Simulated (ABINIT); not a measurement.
## A GW chain in ABINIT: SrTiO3 (Tausonite)

Aim: the G0W0 gap of SrTiO3 (Tausonite) on PBE, step by step.

Program: ABINIT 10.8.3. Level of theory: PBE and many-body steps on it, plane waves. Results are calculated unless marked as measured.

**The experiments to reproduce.**

- Gap 3.77 eV: direct gap (M0 critical point); spectroscopic ellipsometry, second-derivative fit; 300 K; bulk crystal (commercial single crystal) (“Optical probe of ferroelectric order in bulk and thin film perovskite titanates”, 2013, arxiv:1309.1245).

This is a report of a sequence of runs, with most program output left out.

## Step 1: Starting point

The structure is cubic, space group Pm-3m (No. 221). Conventional cell: a = 3.905 Å, b = 3.905 Å, c = 3.905 Å, α = 90.00°, β = 90.00°, γ = 90.00°. Nearest to Sr lie 12 O at 2.76 Å. Ti has 6 O at 1.95 Å nearest. O has 2 Ti at 1.95 Å and 4 Sr at 2.76 Å nearest. Farther neighbours and most contacts between anions are not listed.

The cell and positions come from the Crystallography Open Database and are kept as given unless a step says otherwise.

## Step 2: Ground state

This step: ABINIT 10.8.3; DFT, PBE, plane waves, norm-conserving pseudopotentials.

The ground-state density comes first.

File run.abi:

```
acell 3*1.0 Angstrom
rprim 
  3.905280000000 0.000000000000 0.000000000000
  0.000000000000 3.905280000000 0.000000000000
  0.000000000000 0.000000000000 3.905280000000
ntypat 3
znucl 38 22 8
natom 5
typat 1 2 3 3 3
xred 
  0.500000000000 0.500000000000 0.500000000000
  0.000000000000 0.000000000000 0.000000000000
  0.500000000000 0.000000000000 0.000000000000
  0.000000000000 0.500000000000 0.000000000000
  0.000000000000 0.000000000000 0.500000000000
pp_dirpath "pseudos"
pseudos "Sr.upf, Ti.upf, O.upf"
ecut 38
ngkpt 6 6 6
nshiftk 1
shiftk 0 0 0
kptopt 1
chksymbreak 0
nband 26
occopt 1
tolvrs 1e-10
nstep 60
prtwf 0
indata_prefix "in"
outdata_prefix "out"
tmpdata_prefix "tmp"
```

Launch:

```
> OMP_NUM_THREADS=1 mpirun -n 4 abinit run.abi > log
```

Wall time 37 s (4 MPI ranks of Arm Neoverse V1, shared host); peak memory 0.34 GiB; 2.5 min of CPU time.

Numbers from this step:

```yaml
total_energy: -3905.9454 eV
gap: 1.908 eV
k_of_the_valence_top: 0.5, 0.5, 0.5
k_of_the_conduction_bottom: 0, 0, 0
least_direct_gap: 2.263 eV
pressure: 3.441 GPa
```

The gap is indirect, with the least direct gap 0.36 eV higher.

The cutoff was set for levels, not for stress, so the pressure can be off by some GPa.

## Step 3: Bands along the symmetry lines

Levels along a band path, at the cheap level, show where the edges lie and whether the meshes to come will hold them.

File run.abi:

```
acell 3*1.0 Angstrom
rprim 
  3.905280000000 0.000000000000 0.000000000000
  0.000000000000 3.905280000000 0.000000000000
  0.000000000000 0.000000000000 3.905280000000
ntypat 3
znucl 38 22 8
natom 5
typat 1 2 3 3 3
xred 
  0.500000000000 0.500000000000 0.500000000000
  0.000000000000 0.000000000000 0.000000000000
  0.500000000000 0.000000000000 0.000000000000
  0.000000000000 0.500000000000 0.000000000000
  0.000000000000 0.000000000000 0.500000000000
pp_dirpath "pseudos"
pseudos "Sr.upf, Ti.upf, O.upf"
ecut 38
iscf -2
irdden 1
kptopt 0
nkpt 50
kpt 
  0.00000000 0.00000000 0.00000000
  0.00000000 0.06250000 0.00000000
  0.00000000 0.12500000 0.00000000
  0.00000000 0.18750000 0.00000000
  0.00000000 0.25000000 0.00000000
  0.00000000 0.31250000 0.00000000
  0.00000000 0.37500000 0.00000000
  0.00000000 0.43750000 0.00000000
  0.00000000 0.50000000 0.00000000
  0.06250000 0.50000000 0.00000000
  0.12500000 0.50000000 0.00000000
  0.18750000 0.50000000 0.00000000
  0.25000000 0.50000000 0.00000000
  0.31250000 0.50000000 0.00000000
  0.37500000 0.50000000 0.00000000
  0.43750000 0.50000000 0.00000000
  0.50000000 0.50000000 0.00000000
  0.43750000 0.43750000 0.00000000
  0.37500000 0.37500000 0.00000000
  0.31250000 0.31250000 0.00000000
  0.25000000 0.25000000 0.00000000
  0.18750000 0.18750000 0.00000000
  0.12500000 0.12500000 0.00000000
  0.06250000 0.06250000 0.00000000
  0.00000000 0.00000000 0.00000000
  0.06250000 0.06250000 0.06250000
  0.12500000 0.12500000 0.12500000
  0.18750000 0.18750000 0.18750000
  0.25000000 0.25000000 0.25000000
  0.31250000 0.31250000 0.31250000
  0.37500000 0.37500000 0.37500000
  0.43750000 0.43750000 0.43750000
  0.50000000 0.50000000 0.50000000
  0.43750000 0.50000000 0.43750000
  0.37500000 0.50000000 0.37500000
  0.31250000 0.50000000 0.31250000
  0.25000000 0.50000000 0.25000000
  0.18750000 0.50000000 0.18750000
  0.12500000 0.50000000 0.12500000
  0.06250000 0.50000000 0.06250000
  0.00000000 0.50000000 0.00000000
  0.50000000 0.50000000 0.50000000
  0.50000000 0.50000000 0.43750000
  0.50000000 0.50000000 0.37500000
  0.50000000 0.50000000 0.31250000
  0.50000000 0.50000000 0.25000000
  0.50000000 0.50000000 0.18750000
  0.50000000 0.50000000 0.12500000
  0.50000000 0.50000000 0.06250000
  0.50000000 0.50000000 0.00000000
istwfk *1
nband 31
nbdbuf 6
tolwfr 1e-07
nstep 50
prtwf 0
prtvol 0
indata_prefix "in"
outdata_prefix "out"
tmpdata_prefix "tmp"
```

Run time: 38 s. Hardware: 4 MPI ranks; peak memory 0.37 GiB.

Numbers from this step:

```yaml
gap: 1.908 eV
k_of_the_valence_top: 0.5, 0.5, 0.5
k_of_the_conduction_bottom: 0, 0, 0
least_direct_gap: 2.263 eV
```

The gap is 1.908 eV, as in the run before at this level.

The electronic bands at the labelled points (eV, zero at the top of the highest filled band):

```csv
point,band 17,band 18,band 19,band 20,band 21,band 22,band 23,band 24
Γ,-1.17,-0.36,-0.36,-0.36,1.91,1.91,1.91,4.39
halfway,-1.66,-1.60,-0.60,-0.60,1.99,2.96,2.96,4.40
X,-2.34,-1.96,-0.73,-0.73,2.07,3.83,3.83,4.40
halfway,-1.86,-1.45,-1.32,-0.63,3.03,3.83,3.96,5.14
M,-1.72,-1.55,-1.55,-0.09,3.84,3.84,4.30,5.37
halfway,-1.70,-1.35,-1.06,-0.73,2.92,3.06,3.34,5.02
Γ,-1.17,-0.36,-0.36,-0.36,1.91,1.91,1.91,4.39
halfway,-2.78,-0.92,-0.92,-0.62,3.40,3.45,3.45,6.54
R,-3.71,0.00,0.00,0.00,4.52,4.52,4.52,7.00
halfway,-2.71,-0.94,-0.80,-0.52,3.53,4.03,4.05,6.50
X,-2.34,-1.96,-0.73,-0.73,2.07,3.83,3.83,4.40
jump to R,-3.71,0.00,0.00,0.00,4.52,4.52,4.52,7.00
halfway,-3.15,-0.66,-0.66,-0.04,4.12,4.12,4.41,6.82
M,-1.72,-1.55,-1.55,-0.09,3.84,3.84,4.30,5.37
```

## Step 4: Empty states on the mesh, 4×4×4 mesh, 730 bands

The sums over transitions need many empty states on a uniform mesh; this step solves for them.

File run.abi:

```
acell 3*1.0 Angstrom
rprim 
  3.905280000000 0.000000000000 0.000000000000
  0.000000000000 3.905280000000 0.000000000000
  0.000000000000 0.000000000000 3.905280000000
ntypat 3
znucl 38 22 8
natom 5
typat 1 2 3 3 3
xred 
  0.500000000000 0.500000000000 0.500000000000
  0.000000000000 0.000000000000 0.000000000000
  0.500000000000 0.000000000000 0.000000000000
  0.000000000000 0.500000000000 0.000000000000
  0.000000000000 0.000000000000 0.500000000000
pp_dirpath "pseudos"
pseudos "Sr.upf, Ti.upf, O.upf"
ecut 38
ngkpt 4 4 4
nshiftk 1
shiftk 0 0 0
kptopt 1
chksymbreak 0
irdden 1
istwfk *1
nband 730
prtvol 0
optdriver 6
gwr_task "HDIAGO"
paral_kgb 0
occopt 1
indata_prefix "in"
outdata_prefix "out"
tmpdata_prefix "tmp"
```

Elapsed: 3.4 min, on 4 MPI ranks; peak memory 4.8 GiB.

Numbers from this step:

```
gap                                                           : 1.908 eV
k of the valence top                                          : 0.5, 0.5, 0.5
k of the conduction bottom                                    : 0, 0, 0
least direct gap                                              : 2.263 eV
k points computed                                             : 10
lowest point of the top converged band, above the valence top : 284.3780 eV
```

On this mesh the gap is 1.908 eV.

## Step 5: Screening, 4×4×4 mesh, 504 bands, screening to 292.8 eV

The RPA dielectric matrix is built and inverted for each q.

This step: RPA screening on PBE, plane waves, norm-conserving pseudopotentials.

Changes to run.abi since step 4:

```diff
@@ -23,10 +23,11 @@
 chksymbreak 0
-irdden 1
 istwfk *1
-nband 730
-prtvol 0
-optdriver 6
-gwr_task "HDIAGO"
-paral_kgb 0
 occopt 1
+irdwfk 1
+optdriver 3
+nband 504
+ecuteps 10.76
+inclvkb 2
+awtr 1
+symchi 1
 indata_prefix "in"
```

Wall time 18 min (4 MPI ranks); peak memory 3.9 GiB.

This step gave:

```
ε∞ with local fields, on this mesh, along the program's q direction : 6.386
the same without local fields                                       : 6.778
plasma frequency                                                    : 30.43 eV
plane waves in the screening matrix                                 : 691
```

Local fields lower ε∞ by 6 %. On a Γ-centred mesh this coarse the value itself is usually too large, while a short band sum pulls it down.

## Step 6: Self-energy, 4×4×4 mesh, 504 bands, screening to 292.8 eV

The self-energy is evaluated for the states that the input lists, and the levels follow from it, in one-shot runs by the linearised quasiparticle equation.

This step: G0W0 on PBE, plane waves, norm-conserving pseudopotentials.

Changes to run.abi since step 5:

```diff
@@ -26,8 +26,21 @@
 irdwfk 1
-optdriver 3
+optdriver 4
 nband 504
+gwcalctyp 0
+ecutsigx 38
+symsigma 1
+nkptgw 4
+kptgw 
+  0.5000000000 0.5000000000 0.5000000000
+  0.0000000000 0.0000000000 0.0000000000
+  0.5000000000 0.0000000000 0.0000000000
+  0.5000000000 0.5000000000 0.0000000000
+bdgw 
+  18 23
+  18 23
+  19 23
+  18 22
 ecuteps 10.76
-inclvkb 2
-awtr 1
-symchi 1
+irdscr 1
+ppmodel 1
 indata_prefix "in"
```

Wall time 14 min (4 MPI ranks); peak memory 4.5 GiB.

Numbers from this step:

| Item | Value |
| --- | --- |
| G0W0 gap on the mesh | 3.454 eV |
| starting gap on the mesh | 1.908 eV |
| k of the valence top | 0.5, 0.5, 0.5 |
| k of the conduction bottom | 0, 0, 0 |
| Z at the valence top | 0.764 |
| Z at the conduction bottom | 0.778 |
| least direct G0W0 gap on the computed points | 3.836 eV |

The gap on the mesh goes from 1.91 eV to 3.45 eV, a correction of +1.55 eV.

Limits: finite bands, cutoff and mesh; no spin-orbit coupling; coarse k mesh. v1 is the top filled band, c1 the lowest empty one. Levels before and after the correction, in eV, zero at the valence-band top of each column:

```
           conduction bottom  valence top
Kohn-Sham               1.91         0.00
     G0W0               3.45         0.00
```

|  | level | energy (eV) |
| --- | --- | --- |
| Kohn-Sham | (0.5 0.5 0.5) v3-v1 | 0.000 |
| Kohn-Sham | (0.5 0.5 0.5) c1-c3 | 4.517 |
| Kohn-Sham | Γ v3-v1 | -0.355 |
| Kohn-Sham | Γ c1-c3 | 1.908 |
| G0W0 | (0.5 0.5 0.5) v3-v1 | 0.000 |
| G0W0 | (0.5 0.5 0.5) c1-c3 | 6.336 |
| G0W0 | Γ v3-v1 | -0.382 |
| G0W0 | Γ c1-c3 | 3.454 |

## Step 7: Where the time went

Times are wall times on 4 MPI ranks of Arm Neoverse V1, shared host, good to a factor of about two.

```csv
step,time,share,memory (GiB)
ground state,37 s,2 %,0.34
bands along the symmetry lines,38 s,2 %,0.37
empty states on the mesh,3.4 min,9 %,4.8
screening,18 min,49 %,3.9
self-energy,14 min,38 %,4.5
```

## Step 8: Outcome

| Property | Result |
| --- | --- |
| PBE gap | 1.91 eV, indirect |
| G0W0 gap on the mesh | 3.45 eV |
| GW settings | 4×4×4 mesh, 504 bands, screening to 292.8 eV, Godby-Needs plasmon pole |
| known limits | not at the basis limit; no spin-orbit coupling; coarse k mesh |

What this shows: G0W0 moves the gap on the mesh from 1.91 eV to 3.45 eV (+1.55 eV), with Z of 0.76 and 0.78 at the edges. Local fields lower the RPA ε∞ on this mesh from 6.78 to 6.39; a Γ-centred mesh this coarse tends to raise both, most where the direct gap is narrow, while a short band sum lowers them. Against experiment, by G0W0@PBE: the direct gap of 3.84 eV lies +0.07 eV from the measured 3.77 eV (direct, 300 K, 2013). An exciton line or allowed optical edge lies below the quasiparticle gap by the binding energy; a forbidden edge can push the onset above it. The calculation has static nuclei and no excitons; a measured gap holds zero-point and thermal motion, which mostly lowers it. Bands and cutoff are finite, so the gap is not at the basis limit. The miss can reach some tenths of an eV and take either sign; the mesh is an error of its own. The 4×4×4 mesh is coarse for this cell, which bears on the long-range parts of exchange and screening. This is the ideal cubic cell; many perovskites, halides above all, are cubic only on average, and local tilts or off-centring can widen the gap. The many-body steps are scalar-relativistic: spin-orbit coupling is not in them.

[Paths, hosts, dates, memory and timing lines, banners, echoed tables and standing remarks are left out of the program output.]

[Logs are printed without paths, hosts, clocks, repeated set-up lines and the standing remarks that a program may print on its own settings, such as how far it seeks lower states.]

[Runs of the session that timed out or met a known fault of the program may be left out.]

[Hosts, paths, dates, database ids (printed as entryN), source tags and the programs' standing remarks are cut or masked in the printed files.]

[G0W0 gaps are taken among the corrected bands and points alone; a level outside them can change the order at an edge.]

[Where Ansatz stands beside ABINIT at settings called matched, ABINIT's density can come from a denser mesh and the files from another edition; pairs whose starting gaps differed by over 0.03 eV were left out, so agreement reads better than it is.]
